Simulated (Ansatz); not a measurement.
Bi2S3 (Bismuthinite), computed twice by G0W0.

```xyz
20
Lattice="11.3160 0.0000 0.0000 0.0000 3.9709 0.0000 0.0000 0.0000 11.1780" Properties=species:S:1:pos:R:3 pbc="T T T"
Bi    5.4700    0.9927    3.6419
Bi    0.1880    2.9782    9.2309
Bi   11.1280    0.9927    1.9471
Bi    5.8460    2.9782    7.5361
Bi    3.8552    2.9782    0.3833
Bi    1.8028    0.9927    5.9723
Bi    9.5132    2.9782    5.2057
Bi    7.4608    0.9927   10.7947
S     3.2296    0.9927    2.1696
S     2.4284    2.9782    7.7586
S     8.8876    0.9927    3.4194
S     8.0864    2.9782    9.0084
S     6.2238    2.9782    1.4353
S    10.7502    0.9927    7.0243
S     0.5658    2.9782    4.1537
S     5.0922    0.9927    9.7427
S     4.2503    2.9782    4.9440
S     1.4077    0.9927   10.5330
S     9.9083    2.9782    0.6450
S     7.0657    0.9927    6.2340
```

The cell and positions come from the Crystallography Open Database and are kept as given unless a step says otherwise. Spin-orbit coupling is left out unless a run names it.

The first (Ansatz 0.2.0; start PBE, 2×4×2 mesh, 1499 empty bands, screening to 120 eV, hard PAW files; 1 × NVIDIA GB200 (shared by 2 runs) with 16 threads of Arm Neoverse V2, shared host) gave, on its mesh: starting gap 1.46 eV, G0W0 gap 1.80 eV, RPA ε∞ (mean) 12.25, 2.7 min.

The second gave: starting gap 1.46 eV, G0W0 gap 1.84 eV, RPA ε∞ (mean) 12.24, 6.6 min.

Q: What was changed in the input? Choose among start, files, mesh, bands and cutoff, frequency model or another key.

Changed: empty bands from 1499 to 2987 and screening cutoff (eV) from 120.0 to 190.0. The starting gap stayed, which rules out the functional and points to the GW step. Other changes could give like numbers; this is the one that was made.

Limits: not at the basis limit; no spin-orbit coupling; coarse k mesh.

[Paths, hosts, dates, memory and timing lines, banners, echoed tables and standing remarks are left out of the program output.]

[Logs are printed without paths, hosts, clocks, repeated set-up lines and the standing remarks that a program may print on its own settings, such as how far it seeks lower states.]

[Runs of the session that timed out or met a known fault of the program may be left out.]

[Cells called generated may have been cut or substituted from an entry of the Crystallography Open Database or the Materials Project.]

[Hosts, paths, dates, database ids (printed as entryN), source tags and the programs' standing remarks are cut or masked in the printed files.]
